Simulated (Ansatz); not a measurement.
# Lattice dynamics of LiAlF4 (built on the sites of a database entry of RbAlF4), part 2 of 3

Task: relax LiAlF4 (built on the sites of a database entry of RbAlF4), then find its harmonic phonons.

Ansatz 0.2.0; DFT PBEsol, scalar-relativistic, plane waves, PAW.

So far. Step 4 (Tight relaxation): The largest force component left is 0.24 meV/Å and the pressure is 0.005 GPa, within the tolerances set. The cell now holds 12.85 Å³/atom. The relaxed cell has a = 3.566, c = 6.060 Å (conventional setting).

The structure was built from a prototype and need not be the compound's stable phase.

### 5. Zone-centre response

The zone centre comes first: it holds the modes that light can see, as far as symmetry allows. The response to a homogeneous field gives the Born charges and the dielectric tensor, and its change with displacement the Raman tensors.

Input file input.yaml:

```yaml
crystal:
  lattice:
    - [3.5663032145, 0.0, 0.0]
    - [0.0, 3.5663032145, 0.0]
    - [0.0, 0.0, 6.060049296]
  atoms:
    - { symbol: Li, position: [0.5, 0.5, 0.5] }
    - { symbol: Al, position: [0.0, 0.0, 0.0] }
    - { symbol: F, position: [0.5, 0.0, 0.0] }
    - { symbol: F, position: [0.0, 0.5, 0.0] }
    - { symbol: F, position: [0.0, 0.0, 0.2953455764] }
    - { symbol: F, position: [0.0, 0.0, 0.7046544236] }
kpoints:
  mp_grid: { grid: [6, 6, 4] }
hamiltonian:
  xc: pbesol
scf:
  occupations: { method: fixed }
output:
  eigenvalues: true
phonons:
  method: dfpt
  dielectric: true
  rigid_motions: translations
  raman: true
```

Started as:

```bash
$ ansatz run input.yaml --threads 8 --pin off --max-ram 14336MiB --backend cpu --events-out ev --progress --plain --runs-dir out
```

Numbers of over 12 decimals in the logs are rounded to 6 here.

Output:

```text
[...]
Crystal: 6 atoms, lattice volume = 77.075 Å³
Basis set: ecut = 420 eV, 1513 PW (Γ), exchange–correlation on 48×48×90 points (8 copies of the dense FFT grid, shifted against one another)
Bands: 23, of which v1, the nominal top of the filled ones, is band 17 counted from 1 (16 counted from 0)
Symmetry: 16 space group operations
k-points: 76 of 144 (irreducible under 1 space group operation, time reversal used)
[...]
SCF iter   1: F=—  HF=-3936.865290 eV  |F-HF|=—  |Δ(HF+E_count)|=         —  Δρ=1.16e-2  dr2=6.15e-2  ethr=1.77e-3  ⟨swp⟩=4.7  Hψ=7497  notcnv=0  defer=265
[...]
SCF iter   8: F=-3936.845759 eV  HF=-3936.845759 eV  |F-HF|=2.91e-11  |Δ(HF+E_count)|=   1.59e-9  Δρ=1.24e-7  dr2=7.57e-12  ethr=1.00e-12  ⟨swp⟩=12.4  Hψ=10691  notcnv=0
SCF 1 converged in 8 iterations: F = -3936.845759 eV  dr2 = 7.57e-12
[...]
DFPT response loops at Γ: preconditioner auto → none (the input reference at scf.mixing.eps_inf says where Resta's filter doesn't serve); β = 0.50; Broyden in place of MSR1
── the response to a field inside a basis, on 6×6×4 k-points: an SCF that follows is theirs, and a resumed run solves both again ──
Bands: 18, of which v1, the nominal top of the filled ones, is band 17 counted from 1 (16 counted from 0)
k-points: 12 of 144
[...]
Eigensolver: Dense (12 Hₖ)
SCF iter   1: F=—  HF=-3936.843119 eV  |F-HF|=—  |Δ(HF+E_count)|=         —  Δρ=6.84e-4  dr2=6.66e-5  ethr=1.00e-1
[...]
SCF iter   7: F=-3936.843108 eV  HF=-3936.843108 eV  |F-HF|=8.19e-12  |Δ(HF+E_count)|=  9.14e-11  Δρ=5.47e-8  dr2=1.51e-12  ethr=1.00e-12
SCF 1 converged in 7 iterations: F = -3936.843108 eV  dr2 = 1.51e-12
[...]
SCF converged after 8 iterations
Free energy (F): -3936.845759 eV
[...]
Internal energy: -3936.845759 eV  (E = F + TS)
E sigma→0 (E₀):  -3936.845759 eV
Fermi energy:    -0.173979 eV
[...]
--- Band table (eV; the first three rows and the last of 76) ---
  k-point 0: bands = [... 13 lower, -0.7716, -0.7288, -0.7288, -0.5571, 5.6073, 8.8973, 10.6247, 13.3265, ... 2 higher]
  k-point 1: bands = [... 13 lower, -0.9628, -0.8806, -0.5351, -0.5351, 5.9392, 8.1440, 11.1628, 13.4689, ... 2 higher]
  k-point 2: bands = [... 13 lower, -1.0498, -1.0498, -0.4465, -0.4465, 6.5164, 7.3128, 11.5124, 13.4554, ... 2 higher]
  k-point 75: bands = [... 13 lower, -0.8823, -0.6321, -0.5027, -0.5027, 9.5210, 9.6805, 9.6805, 10.4026, ... 2 higher]
--- Phonons (Γ-DFPT): 9 representative perturbations + reference, on 76 of 144 k-points (Σ response iterations 32) ---
  k mesh reduced under 1 symmetry operation, with k and −k counted as one. Each operation leaves every solved perturbation unchanged. A smaller set is not considered because the run solves the response to a homogeneous field
  ASR residual: 1.194e-2 → 0.000e0 eV/Å²; symmetrization residual: 5.395e-6 eV/Å²
  ASR residual per site (eV/Å²): 4.47e-5 1.19e-2 6.25e-3 6.25e-3 8.03e-4 8.03e-4
  Γ frequencies (cm⁻¹): -246.99 -246.99 -51.83 0.00 0.00 0.00 162.44 162.44 184.40 184.40 213.16 325.81 325.81 392.81 531.46 614.23 706.41 706.41
  ε∞ (high-frequency dielectric tensor):
        1.902315     0.000000     0.000000
        0.000000     1.902315     0.000000
        0.000000     0.000000     1.847851
  softest optical mode at Γ: -246.99 cm⁻¹; the repairs (sum rule, projections) moved no ω² at Γ by more than (11.14 cm⁻¹)²
  Born effective charges Z* (e; rows j = field, columns β = displacement):
    site 0:
         1.18159    0.00000   -0.00000
         0.00000    1.18159    0.00000
         0.00000    0.00000    1.23511
    site 1:
         2.91421    0.00000   -0.00000
         0.00000    2.91421    0.00000
         0.00000    0.00000    2.57979
    site 2:
        -1.64711    0.00000   -0.00000
         0.00000   -0.68323    0.00000
         0.00000    0.00000   -0.68305
    site 3:
        -0.68323    0.00000   -0.00000
         0.00000   -1.64711    0.00000
         0.00000    0.00000   -0.68305
    site 4:
        -0.88273    0.00000    0.00000
         0.00000   -0.88273    0.00000
         0.00000    0.00000   -1.22440
    site 5:
        -0.88273    0.00000   -0.00000
         0.00000   -0.88273    0.00000
        -0.00000    0.00000   -1.22440
  Z* charge neutrality: 6.238e-5 e pre-enforcement
  k-mesh period / interband length: 21.4 Å / 0.85 Å = 25.06 at k = (0.0000, 0.0000, 0.0000), direct gap 6.164 eV — 14 or more, which is no proof of convergence
  Raman tensors (in the event stream and the table raman_tensors.tsv): an entry may err by 2.7e-3 Å², one of the second-order susceptibility by 1.5e-20 pm/V (basis, points and sum rule); their sum over the sites missed zero by 1.110e-16 Å² ahead of its enforcement
  optical modes at Γ without the LO–TO term, one row a degenerate level:
      ω (cm⁻¹)  modes    IR ((D/Å)²/amu)  static Raman (Å⁴/amu)  depolarisation
       -246.99      2            11.7818                 0.0000               —
        -51.83      1             8.4570                 0.0000               —
        162.44      2             0.0000                 0.5935           0.750
        184.40      2             0.0006                 0.0000               —
        213.16      1             0.0000                 0.0000               —
        325.81      2             8.9098                 0.0000               —
        392.81      1             0.0014                 0.0000               —
        531.46      1             0.0000                 4.8589           0.019
        614.23      1             7.0777                 0.0000               —
        706.41      2            14.6214                 0.0000               —
  optical modes at Γ + LO–TO along q̂ = [1.0000, 0.0000, 0.0000]:
      ω (cm⁻¹)  modes    IR ((D/Å)²/amu)  static Raman (Å⁴/amu)  depolarisation
       -246.99      1             5.8909                 0.0000               —
       -110.44      1             1.6764                 0.0000               —
        -51.83      1             8.4570                 0.0000               —
        162.44      2             0.0000                 0.5935           0.750
        184.40      1             0.0003                 0.0000               —
        184.41      1             0.0002                 0.0000               —
        213.16      1             0.0000                 0.0000               —
        325.81      1             4.4549                 0.0000               —
        392.81      1             0.0014                 0.0000               —
        416.60      1             4.0859                 0.0000               —
        531.46      1             0.0000                 4.8589           0.019
        614.23      1             7.0777                 0.0000               —
        706.41      1             7.3107                 0.0000               —
        799.78      1            11.8943                 0.0000               —
  optical modes at Γ + LO–TO along q̂ = [0.0000, 1.0000, 0.0000]:
      ω (cm⁻¹)  modes    IR ((D/Å)²/amu)  static Raman (Å⁴/amu)  depolarisation
       -246.99      1             5.8909                 0.0000               —
       -110.44      1             1.6764                 0.0000               —
        -51.83      1             8.4570                 0.0000               —
        162.44      2             0.0000                 0.5935           0.750
        184.40      1             0.0003                 0.0000               —
        184.41      1             0.0002                 0.0000               —
        213.16      1             0.0000                 0.0000               —
        325.81      1             4.4549                 0.0000               —
        392.81      1             0.0014                 0.0000               —
        416.60      1             4.0859                 0.0000               —
        531.46      1             0.0000                 4.8589           0.019
        614.23      1             7.0777                 0.0000               —
        706.41      1             7.3107                 0.0000               —
        799.78      1            11.8943                 0.0000               —
  optical modes at Γ + LO–TO along q̂ = [0.0000, 0.0000, 1.0000]:
      ω (cm⁻¹)  modes    IR ((D/Å)²/amu)  static Raman (Å⁴/amu)  depolarisation
       -246.99      2            11.7818                 0.0000               —
        162.44      2             0.0000                 0.5935           0.750
        184.40      2             0.0006                 0.0000               —
        213.16      1             0.0000                 0.0000               —
        299.70      1             4.1508                 0.0000               —
        325.81      2             8.9098                 0.0000               —
        392.85      1             0.0032                 0.0000               —
        531.46      1             0.0000                 4.8589           0.019
        706.41      2            14.6214                 0.0000               —
        719.30      1            11.3821                 0.0000               —
```

Wall time 64 s (8 threads of Arm Neoverse V1, shared host); peak memory 1.5 GiB; 7.2 min of CPU time.

Numbers from this step:

```yaml
sum_rule_residual_before_enforcement: 0.01194 eV/Å²
miss_of_the_charge_sum_rule: 6.24e-5 e
point_group: 4/mmm
highest_optical_mode_at_the_zone_centre_no_lo_to_term: 706.4 cm⁻¹
lowest_optical_zone_centre_mode: -247.0 cm⁻¹
mean_high_frequency_dielectric_constant: 1.884
largest_born_charge_third_of_the_trace: 2.803 e
top_of_the_zone_centre_spectrum_with_the_field: 799.8 cm⁻¹
```

Without the LO-TO term. Patterns of degenerate modes are one choice out of their space. Modes at Γ, with each element's share of the kinetic energy (negative means imaginary):

| mode | frequency (cm⁻¹) | symmetry | Li % | Al % | F % |
| --- | --- | --- | --- | --- | --- |
| 1 | -247.0 | Eu | 91 | 0 | 9 |
| 2 | -247.0 | Eu | 91 | 0 | 9 |
| 3 | -51.8 | A2u | 84 | 1 | 15 |
| 4 | 0.0 | acoustic | 6 | 25 | 69 |
| 5 | 0.0 | acoustic | 6 | 25 | 69 |
| 6 | 0.0 | acoustic | 6 | 25 | 69 |
| 7 | 162.4 | Eg | 0 | 0 | 100 |
| 8 | 162.4 | Eg | 0 | 0 | 100 |
| 9 | 184.4 | Eu | 2 | 1 | 97 |
| 10 | 184.4 | Eu | 2 | 1 | 97 |
| 11 | 213.2 | B2u | 0 | 0 | 100 |
| 12 | 325.8 | Eu | 1 | 49 | 51 |
| 13 | 325.8 | Eu | 1 | 49 | 51 |
| 14 | 392.8 | A2u | 7 | 12 | 81 |
| 15 | 531.5 | A1g | 0 | 0 | 100 |
| 16 | 614.2 | A2u | 3 | 62 | 35 |
| 17 | 706.4 | Eu | 0 | 26 | 74 |
| 18 | 706.4 | Eu | 0 | 26 | 74 |

Displacements in mode 2 (-247.0 cm⁻¹), the largest set to 1:
```
Li1 -0.03  1.00  0.00
Al2  0.00 -0.03  0.00
F3   0.00 -0.02  0.00
F4   0.00 -0.04  0.00
F5   0.00 -0.13  0.00
F6   0.00 -0.13  0.00
```

Displacements in mode 17 (706.4 cm⁻¹), the largest set to 1:
```
Li1  0.00  0.00  0.00
Al2  0.00 -0.50  0.00
F3   0.00 -0.14  0.00
F4   0.00  1.00  0.00
F5   0.00 -0.07  0.00
F6   0.00 -0.07  0.00
```

Optical modes at the zone centre, without and with the macroscopic field of the longitudinal modes; each column is sorted by frequency, so a row need not hold one and the same mode. Modes with and without the field, by row:

```
rank among optical modes  no field (cm⁻¹)  q along (1, 0, 0) (cm⁻¹)  q along (0, 0, 1) (cm⁻¹)
                       1             -247                      -247                      -247
                       2             -247                    -110.4                      -247
                       3            -51.8                     -51.8                     162.4
                       4            162.4                     162.4                     162.4
                       5            162.4                     162.4                     184.4
                       6            184.4                     184.4                     184.4
                       7            184.4                     184.4                     213.2
                       8            213.2                     213.2                     299.7
                       9            325.8                     325.8                     325.8
                      10            325.8                     392.8                     325.8
                      11            392.8                     416.6                     392.9
                      12            531.5                     531.5                     531.5
                      13            614.2                     614.2                     706.4
                      14            706.4                     706.4                     706.4
                      15            706.4                     799.8                     719.3
```

Born charge (rows field, columns displacement) (e), principal values of the symmetric part by kind of site:

| atom | atoms with these values | low | middle | high | mean |
| --- | --- | --- | --- | --- | --- |
| Li1 | 1 | 1.18 | 1.18 | 1.24 | 1.20 |
| Al2 | 1 | 2.58 | 2.91 | 2.91 | 2.80 |
| F3 | 2 | -1.65 | -0.68 | -0.68 | -1.00 |
| F5 | 2 | -1.22 | -0.88 | -0.88 | -1.00 |

In full for Al2:

```
2.91 0.00 0.00
0.00 2.91 0.00
0.00 0.00 2.58
```

High-frequency dielectric tensor:

```
1.90 0.00 0.00
0.00 1.90 0.00
0.00 0.00 1.85
```

Transverse modes; imaginary modes are left out. Infrared lines, with heights relative to the strongest:

```csv
position (cm⁻¹),label,relative intensity
162,Eg,0.0
184,Eu,0.0
213,B2u,0.0
326,Eu,61
393,A2u,0.0
532,A1g,0.0
614,A2u,48
706,Eu,100
```

Activity x (w_L - w)^4 (n + 1)/w, 532 nm, 300 K; imaginary modes are left out; modes without the macroscopic field alone. Lines of the Raman spectrum (strongest = 100):

| position (cm⁻¹) | label | relative intensity |
| --- | --- | --- |
| 162 | Eg | 74 |
| 184 | Eu | 0.0 |
| 213 | B2u | 0.0 |
| 326 | Eu | 0.0 |
| 393 | A2u | 0.0 |
| 532 | A1g | 100 |
| 614 | A2u | 0.0 |
| 706 | Eu | 0.0 |

Before it was imposed, the acoustic sum rule was missed by 0.012 eV/Å² and the charge sum rule by 6.2e-5 e. Small misses are needed for a sound result but don't prove that mesh and cutoff are converged. The lowest optical mode is imaginary, 247.0i cm⁻¹, so the energy falls along it.

(Continued in part 3 of 3.)

[Logs are printed without paths, hosts, clocks, repeated set-up lines and the standing remarks that a program may print on its own settings, such as how far it seeks lower states.]

[Hosts, paths, dates, database ids (printed as entryN), source tags and the programs' standing remarks are cut or masked in the printed files.]
